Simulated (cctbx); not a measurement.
# CsCaSnSbO6: as given, inverted or twinned?

Space group F-43m (no. 216), a = 8.6420 Å, b = 8.6420 Å, c = 8.6420 Å, α = 90.00°, β = 90.00°, γ = 90.00°.

| atom | mult. | x | y | z | Ueq (Å²) |
| --- | --- | --- | --- | --- | --- |
| Cs1 | 4 | 1/4 | 1/4 | 1/4 | 0.0045 |
| Sb1 | 4 | 0 | 0 | 0 | 0.0039 |
| Sn1 | 4 | 1/2 | 0 | 0 | 0.0048 |
| Ca1 | 4 | 1/4 | 1/4 | 3/4 | 0.0079 |
| O1 | 24 | 1/2 | 0 | 0.7417 | 0.0139 |

The model was made for the exercise: a known structure type with other elements put in, its volume estimated, not relaxed; displacement parameters are assumed.

Data sets are simulated with cctbx and refined with Bijvoet mates kept apart; Flack x is then fitted as the share of an inverted twin with the atoms fixed, Hooft y from the Bijvoet differences. The group is acentric but holds improper operations, so there is an absolute structure (orientation) and no hand.

Untwinned crystal. What Flack and Hooft values should come out?

| λ (Å) | extinction (unmodelled) | d min (Å) | top counts | error (%) | model | R1 | Flack x | s.u. | Hooft y | s.u. | pairs |
| --- | --- | --- | --- | --- | --- | --- | --- | --- | --- | --- | --- |
| 0.71073 | 0.3 | 0.77 | 40000 | 4 | as given | 0.0135 | 0.10 | 0.14 | 0.091 | 0.072 | 42 |
| 0.71073 | 0.3 | 0.77 | 40000 | 4 | inverted | 0.0149 | 2.50 | 0.8 | 2.445 | 0.395 | 42 |
| 1.54184 | 0.3 | 0.83 | 70000 | 6 | as given | 0.0137 | 0.00 | 0.04 | 0.009 | 0.027 | 37 |

With Mo Kα, the s.u. is too large to fix the absolute structure. With Cu Kα, x is within 3 s.u. of 0, so the absolute structure is right. The inverted model doesn't give 1 − x: the structure is pseudo-centrosymmetric, and the refinement slid into another minimum.
